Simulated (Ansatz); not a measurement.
## H2Pb (model cell, started as rutile): following an unstable mode

Which phase does H2Pb (model cell, started as rutile) fall into along its unstable mode, and how much energy does it gain?

Main program and level: Ansatz 0.2.0; DFT PBEsol, scalar-relativistic, plane waves, PAW.

Report form: the programs' logs are mostly left out.

The structure was built from a prototype and need not be the compound's stable phase.

## (1) Starting point

The structure is tetragonal, space group P4_2/mnm (No. 136). Conventional cell: a = 4.954 Å, b = 4.954 Å, c = 3.759 Å, α = 90.00°, β = 90.00°, γ = 90.00°. Nearest to Pb lie 6 H at 2.21 to 2.28 Å. Nearest to H lie 3 Pb at 2.21 to 2.28 Å. Farther neighbours are not listed.

## (2) Phonons on a q mesh

The cell comes from relaxations at this level that are not shown. Stability and thermal properties need the whole zone. Linear response on a 2×2×2 q mesh gives force constants as far as a supercell of that size would.

input.yaml reads:

```yaml
crystal:
  lattice:
    - [4.9543492694, 0.0, 0.0]
    - [0.0, 4.9543492694, 0.0]
    - [0.0, 0.0, 3.7593839155]
  atoms:
    - { symbol: Pb, position: [0.0, 0.0, 0.0] }
    - { symbol: Pb, position: [0.5, 0.5, 0.5] }
    - { symbol: H, position: [0.3153257571, 0.3153257571, 0.0] }
    - { symbol: H, position: [0.6846742429, 0.6846742429, 0.0] }
    - { symbol: H, position: [0.8153257571, 0.1846742429, 0.5] }
    - { symbol: H, position: [0.1846742429, 0.8153257571, 0.5] }
kpoints:
  mp_grid: { grid: [6, 6, 8] }
hamiltonian:
  xc: pbesol
scf:
  occupations: { method: methfessel_paxton, width: 0.15 }
output:
  eigenvalues: true
phonons:
  method: dfpt
  qmesh: [2, 2, 2]
  temperatures: { t_max: 1000, t_step: 50 }
  qpath:
    path:
      - [[0.0, 0.0, 0.0], [0.0, 0.5, 0.0], [0.5, 0.5, 0.0], [0.0, 0.0, 0.0], [0.0, 0.0, 0.5], [0.0, 0.5, 0.5], [0.5, 0.5, 0.5], [0.0, 0.0, 0.5]]
      - [[0.0, 0.5, 0.0], [0.0, 0.5, 0.5]]
      - [[0.5, 0.5, 0.0], [0.5, 0.5, 0.5]]
    npoints: 10
```

On the command line:

```console
$ ansatz run input.yaml --threads 8 --pin off --max-ram 14336MiB --backend cpu --events-out ev --progress --plain --runs-dir out
```

Elapsed: 83 s, on 8 threads of Arm Neoverse V1, shared host; peak memory 0.93 GiB; 10 min of CPU time.

Numbers from this step:

```yaml
volume_per_atom: 15.38 Å³
gap_on_the_k_mesh: 0 eV
sum_rule_residual_before_enforcement: 1.73e-5 eV/Å²
lowest_frequency_on_the_path: -773.3 cm⁻¹
point_group: 4/mmm
highest_frequency_on_the_path_or_at_a_solved_wavevector: 1069 cm⁻¹
highest_optical_mode_at_the_zone_centre_no_lo_to_term: 1069 cm⁻¹
lowest_optical_zone_centre_mode: -431.2 cm⁻¹
lowest_mode_on_the_q_mesh_acoustic_modes_at_gamma_apart: -773.3 cm⁻¹
```

Frequencies (cm⁻¹) solved at each irreducible wavevector; negative means imaginary. Frequencies by wavevector, by row:

```csv
q in reciprocal lattice units,star,mode 1,mode 2,mode 3,mode 4,mode 16,mode 17,mode 18
0 0 0,1,-431.2,-215.4,0,0,718.4,959.1,1069
0 0 -0.5,1,-773.3,-773.3,-193.8,-193.8,677.8,929.7,929.7
0 -0.5 0,2,-209.9,-209.9,37.6,37.6,752.7,899.7,899.7
0 -0.5 -0.5,2,-611.2,-611.2,42.6,42.6,679.7,973.7,973.7
-0.5 -0.5 0,1,-309.1,-309.1,11.2,11.2,730.5,998.4,998.4
-0.5 -0.5 -0.5,1,-675,-675,43,43,664.8,938.7,938.7
```

Interpolated from a 2×2×2 q mesh, rough between the solved points. Phonon branches along the path, in cm⁻¹:

```csv
point,branch 1,branch 2,branch 3,branch 4,branch 15,branch 16,branch 17,branch 18
Γ,-431,-215,0,0,718,718,959,1069
halfway,-360,-176,20,30,736,736,918,1028
X,-210,-210,38,38,753,753,900,900
halfway,-264,-264,35,35,742,742,965,965
M,-309,-309,11,11,730,730,998,998
halfway,-332,-199,20,22,735,742,856,1035
Γ,-431,-215,0,0,718,718,959,1069
halfway,-233,-233,22,22,567,567,931,1012
Z,-773,-773,-194,-194,678,678,930,930
halfway,-698,-698,-51,-51,677,677,955,955
R,-611,-611,43,43,680,680,974,974
halfway,-643,-643,50,50,673,673,959,959
A,-675,-675,43,43,665,665,939,939
halfway,-694,-644,48,48,664,695,930,979
Z,-773,-773,-194,-194,678,678,930,930
jump to X,-210,-210,38,38,753,753,900,900
halfway,20,20,50,50,674,674,932,932
R,-611,-611,43,43,680,680,974,974
jump to M,-309,-309,11,11,730,730,998,998
halfway,11,11,62,62,578,578,964,964
A,-675,-675,43,43,665,665,939,939
```

Symmetry leaves 6 wavevectors to solve. The lowest mode among them, the acoustic zeros apart, lies at q = (0, 0, -0.5) and is imaginary, 773.3i cm⁻¹, so the energy falls along it.

## (3) The mode frozen in, largest atomic shift 0 Å

The mode followed lies at q = (0, 0, -0.5) with frequency 773.3i cm⁻¹ and is 2-fold degenerate, the softest among the wavevectors solved. At small amplitude the distorted cell has space group no. 96 by a symmetry search on the positions. The undistorted cell that holds it gives the zero of energy on the same k mesh.

System of this step: H2Pb (model cell, started as rutile). The structure is tetragonal, space group P4_2/mnm (No. 136). The conventional cell has a = 4.954 Å, b = 4.954 Å, c = 3.759 Å, α = 90.00°, β = 90.00°, γ = 90.00°. Nearest to Pb lie 6 H at 2.21 to 2.28 Å. Nearest to H lie 3 Pb at 2.21 to 2.28 Å. Farther neighbours are not listed.

input.yaml reads:

```yaml
crystal:
  lattice:
    - [4.9543492694, 0.0, 0.0]
    - [0.0, 4.9543492694, 0.0]
    - [0.0, 0.0, 7.518767831]
  atoms:
    - { symbol: Pb, position: [0.0, 0.0, 0.0] }
    - { symbol: Pb, position: [0.0, 0.0, 0.5] }
    - { symbol: Pb, position: [0.5, 0.5, 0.25] }
    - { symbol: Pb, position: [0.5, 0.5, 0.75] }
    - { symbol: H, position: [0.3153257571, 0.3153257571, 0.0] }
    - { symbol: H, position: [0.3153257571, 0.3153257571, 0.5] }
    - { symbol: H, position: [0.6846742429, 0.6846742429, 0.0] }
    - { symbol: H, position: [0.6846742429, 0.6846742429, 0.5] }
    - { symbol: H, position: [0.8153257571, 0.1846742429, 0.25] }
    - { symbol: H, position: [0.8153257571, 0.1846742429, 0.75] }
    - { symbol: H, position: [0.1846742429, 0.8153257571, 0.25] }
    - { symbol: H, position: [0.1846742429, 0.8153257571, 0.75] }
kpoints:
  mp_grid: { grid: [6, 6, 4] }
hamiltonian:
  xc: pbesol
scf:
  occupations: { method: methfessel_paxton, width: 0.15 }
output:
  forces: true
  stress: true
  eigenvalues: true
```

Elapsed: 2.3 s, on 8 threads; peak memory 0.77 GiB; 16 s of CPU time.

This step gave:

```yaml
pressure: -0.001295 GPa
energy_from_the_undistorted_cell: 0 meV/atom
```

The run ends at a pressure of 0.00 GPa, with forces up to 2.2e-4 eV/Å.

## (4) The mode frozen in, largest atomic shift 0.45 Å

The atoms are moved along the unstable eigenvector, the largest shift by 0.45 Å, with the cell fixed.

input.yaml reads:

```yaml
crystal:
  lattice:
    - [4.9543492694, 0.0, 0.0]
    - [0.0, 4.9543492694, 0.0]
    - [0.0, 0.0, 7.518767831]
  atoms:
    - { symbol: Pb, position: [-0.0001164115, 0.0001164115, 0.0] }
    - { symbol: Pb, position: [0.0001164115, -0.0001164115, 0.5] }
    - { symbol: Pb, position: [0.5001164115, 0.5001164115, 0.25] }
    - { symbol: Pb, position: [0.4998835885, 0.4998835885, 0.75] }
    - { symbol: H, position: [0.3212428782, 0.309408636, 0.0595956901] }
    - { symbol: H, position: [0.309408636, 0.3212428782, 0.4404043099] }
    - { symbol: H, position: [0.690591364, 0.6787571218, -0.0595956901] }
    - { symbol: H, position: [0.6787571218, 0.690591364, 0.5595956901] }
    - { symbol: H, position: [0.809408636, 0.1787571218, 0.3095956901] }
    - { symbol: H, position: [0.8212428782, 0.190591364, 0.6904043099] }
    - { symbol: H, position: [0.1787571218, 0.809408636, 0.1904043099] }
    - { symbol: H, position: [0.190591364, 0.8212428782, 0.8095956901] }
kpoints:
  mp_grid: { grid: [6, 6, 4] }
hamiltonian:
  xc: pbesol
scf:
  occupations: { method: methfessel_paxton, width: 0.15 }
output:
  forces: true
  stress: true
  eigenvalues: true
```

Wall time 3.1 s (8 threads); peak memory 0.69 GiB; 23 s of CPU time.

This step gave:

```yaml
pressure: 2.650 GPa
gap_on_the_k_mesh: 0.1021 eV
energy_from_the_undistorted_cell: -43.91 meV/atom
```

The energy, extrapolated to zero smearing, is -43.91 meV/atom against the undistorted cell.

The run ends at a pressure of 2.65 GPa, with forces up to 0.65 eV/Å.

## (5) Energy along the mode, all amplitudes (two of the runs are shown above)

An imaginary frequency means negative curvature, so the energy should fall and then rise again as anharmonic terms take over.

Numbers from this step:

| Item | Value |
| --- | --- |
| depth at the lowest point sampled | 43.91 meV/atom |
| largest atomic shift at that point | 0.45 Å |

Table of energy from the parent by largest atomic shift:

```
largest atomic shift (Å)  energy from the parent (meV/atom)
                   0.000                                  0
                   0.040                              -1.10
                   0.080                              -4.03
                   0.140                              -11.1
                   0.220                              -22.9
                   0.320                              -38.1
                   0.450                              -43.9
                   0.600                              -7.67
```

Displacement at unit largest shift by atom:

```csv
atom,x (Å),y (Å),z (Å),size
Pb1,0.00,0.00,0.00,0.00
Pb2,0.00,0.00,0.00,0.00
Pb3,0.00,0.00,0.00,0.00
Pb4,0.00,0.00,0.00,0.00
H5,0.07,-0.07,1.00,1.00
H6,-0.07,0.07,-1.00,1.00
H7,0.07,-0.07,-1.00,1.00
H8,-0.07,0.07,1.00,1.00
H9,-0.07,-0.07,1.00,1.00
H10,0.07,0.07,-1.00,1.00
H11,-0.07,-0.07,-1.00,1.00
H12,0.07,0.07,1.00,1.00
```

The lowest of the steps tried is at 0.45 Å, 43.9 meV/atom below the parent; the bottom of the well need not coincide with a step.

## (6) Relaxing from the distorted cell

Starting from the lowest point found, all atoms and the cell are let go, so that strain and other modes of the same symmetry can join in.

input.yaml, as its differences from that of step 4:

```diff
@@ -28 +28,6 @@
   eigenvalues: true
+relax:
+  adjacent_minimum: "off"
+  f_tol: 0.002
+  max_steps: 120
+  cell: { stress_tol: 0.03 }
```

Run time: 39 s. Hardware: 8 threads; peak memory 0.79 GiB; 5 min of CPU time.

Relaxation path:

```csv
step,energy less that of the first step (eV),largest force component (eV/Å),pressure (GPa),volume (Å³)
1,0.0000,0.4624,2.65,184.55
2,-0.2868,0.1966,-1.29,194.31
3,-0.3950,0.1071,-0.59,191.74
4,-0.5106,0.0669,-0.33,189.68
5,-0.5246,0.0632,0.30,190.98
6,-0.5308,0.0057,0.01,191.01
7,-0.5309,0.0051,0.04,191.26
8,-0.5308,0.0009,0.00,191.58
9*,-0.5369,0.0009,0.02,191.58
10,-0.5368,0.0008,0.00,191.79
11*,-0.5369,0.0008,0.00,191.79
```

Relaxation steps marked * repeat the geometry before them on a plane-wave basis chosen anew for their cell, so energy and pressure can jump there.

The run keeps the 8 symmetry operations that it works with, so distortions that break them were not tested.

```
conventional cell, symmetrised  before  after  change
                         a (Å)   4.954  4.874  -1.6 %
                         b (Å)   4.954  4.874  -1.6 %
                         c (Å)   7.519  8.073  +7.4 %
              volume (Å³/atom)   15.38  15.98  +3.9 %
```

The atoms that moved most (Å, as changes of fractional coordinates times the final cell):

```
atom      dx      dy      dz  length
 H12   0.378   0.195   0.249   0.493
 H10   0.195   0.378  -0.249   0.493
  H6  -0.378   0.195  -0.249   0.493
  H5   0.195  -0.378   0.249   0.493
 H11  -0.195  -0.378  -0.249   0.493
  H9  -0.378  -0.195   0.249   0.493
  H7   0.378  -0.195  -0.249   0.493
  H8  -0.195   0.378   0.249   0.493
```

Final coordinates:

```cif
data_structure
_symmetry_space_group_name_H-M 'P 1'
_symmetry_Int_Tables_number 1
_cell_length_a 4.8743
_cell_length_b 4.8743
_cell_length_c 8.0726
_cell_angle_alpha 90.000
_cell_angle_beta 90.000
_cell_angle_gamma 90.000
_cell_volume 191.79
loop_
_atom_site_label
_atom_site_type_symbol
_atom_site_fract_x
_atom_site_fract_y
_atom_site_fract_z
_atom_site_occupancy
Pb1 Pb 0.99871 0.00129 0.00000 1
Pb2 Pb 0.00129 0.99871 0.50000 1
Pb3 Pb 0.50129 0.50129 0.25000 1
Pb4 Pb 0.49871 0.49871 0.75000 1
H5 H 0.36129 0.23190 0.09039 1
H6 H 0.23190 0.36129 0.40961 1
H7 H 0.76810 0.63871 0.90961 1
H8 H 0.63871 0.76810 0.59039 1
H9 H 0.73190 0.13871 0.34039 1
H10 H 0.86129 0.26810 0.65961 1
H11 H 0.13871 0.73190 0.15961 1
H12 H 0.26810 0.86129 0.84039 1
```

This step gave:

```
pressure          : -0.002504 GPa
volume per atom   : 15.98 Å³
gap on the k-mesh : 1.051 eV
```

The distorted start has space group P4_32_12; the relaxation ends in P4_32_12.

## (7) Outcome

| Item | Value |
| --- | --- |
| unstable mode of the parent | q = (0, 0, -0.5), 773i cm⁻¹ |
| depth at the lowest point sampled | 43.9 meV/atom |
| largest atomic shift at that point | 0.45 Å |
| space group reached (within 0.01 Å) | P4_32_12 |
| energy gained over the parent (first relaxation, on the mesh of the frozen mode) | 88.6 meV/atom |
| volume per atom, phase reached | 16.0 Å³ |
| gap on the k-mesh, phase reached | 1.05 eV |

**Reading.** Along this mode the structure falls into P4_32_12, 88.6 meV/atom below the parent. At the parent's cell the well is 43.91 meV/atom deep on the steps tried, with its lowest point at a shift of 0.45 Å. Relaxing atoms and cell changes the gain by +44.73 meV/atom against the lowest step (energies at zero smearing). The modes of the phase reached were not computed on this path. Of the 6 patterns followed to their end from this parent, this one reaches the lowest energy. Each path keeps the symmetry of its pattern, so a lower phase may lie along a pattern not tried. The q mesh stands for a supercell only 7.5 Å across, so branches between the solved wavevectors are rough. With no gap, or one that is small against the smearing, the frequencies hang on the k mesh and the smearing, most of all near Kohn anomalies. Spin-orbit coupling is left out, which can matter for the heavy elements here. The starting cell was built on a prototype and not taken from a measurement, so the phase need not exist.

[Logs are printed without paths, hosts, clocks, repeated set-up lines and the standing remarks that a program may print on its own settings, such as how far it seeks lower states.]

[Hosts, paths, dates, database ids (printed as entryN), source tags and the programs' standing remarks are cut or masked in the printed files.]
